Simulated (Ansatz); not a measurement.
Rows from a G0W0 calculation on KCl (Sylvite) (Ansatz 0.2.0; G0W0 on PBE, plane waves, PAW; 4×4×4 mesh, 185 empty bands, screening to 120 eV), in eV. Spin-orbit coupling is left out.

```csv
row,k,band,start,Σx,Σc at the solution,Vxc
A,Γ,c2,9.217,-4.239,-3.356,-9.183
B,Γ,v1,0.854,-20.809,2.458,-16.363
C,Γ,c1,6.043,-4.217,-3.004,-7.923
```

**Question.** Work out each quasiparticle level and how far it moved.

The quasiparticle equation reads E = start + Σx + Σc(E) − Vxc.

```csv
row,E (eV),shift (eV)
A,10.805,+1.588
B,-1.134,−1.988
C,6.744,+0.702
```

Limits: not at the basis limit.

[Paths, hosts, dates, memory and timing lines, banners, echoed tables and standing remarks are left out of the program output.]

[Logs are printed without paths, hosts, clocks, repeated set-up lines and the standing remarks that a program may print on its own settings, such as how far it seeks lower states.]

[Runs of the session that timed out or met a known fault of the program may be left out.]

[Cells called generated may have been cut or substituted from an entry of the Crystallography Open Database or the Materials Project.]

[Hosts, paths, dates, database ids (printed as entryN), source tags and the programs' standing remarks are cut or masked in the printed files.]
